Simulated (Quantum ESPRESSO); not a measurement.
# Energy and gap at +3 % biaxial strain: honeycomb AsN, 1 layer

Method. Quantum ESPRESSO 7.5 driven by ASE, PBE, GBRV ultrasoft, ESM (bc1); atomic heights clamped; cell area 7.619 Å² at zero strain.

| strain (%) | energy (meV a cell) | gap on the mesh (eV) |
| --- | --- | --- |
| −3 | 94.87 | 2.113 |
| −1.5 | 29.33 | 2.031 |
| 0 | 0.00 | 1.952 |
| +1.5 | 2.28 | 1.861 |

**Question.** What are energy and gap at +3 %, and how stiff is the sheet?

**Fit.** About zero, E'' = (29.33 + 2.28 − 2 × 0.00)/1.5² = 14.05 meV per %² and E' = (2.28 − 29.33)/3 = −9.02 meV per %. With E = A K ε², where K = (C11 + C22)/2 + C12 (C11 + C12 for a hexagonal sheet), K = 14.05 × 10/(2 × 7.619) × 16.02 = 148 N/m. The parabola gives E(+3 %) = 0.00 + 3 × (−9.02) + 4.5 × 14.05 = 36.2 meV. Continuing the last slope, the gap is 2 × 1.861 − 1.952 = 1.770 eV.

**Check.** E = 32.1 meV and the gap 1.777 eV. The parabola misses by +4.0 meV, too high, since bonds soften under tension. The gap's line misses by −0.007 eV.

Caveats: Clamped heights stiffen sheets with several planes. Semilocal gap, no spin-orbit coupling.
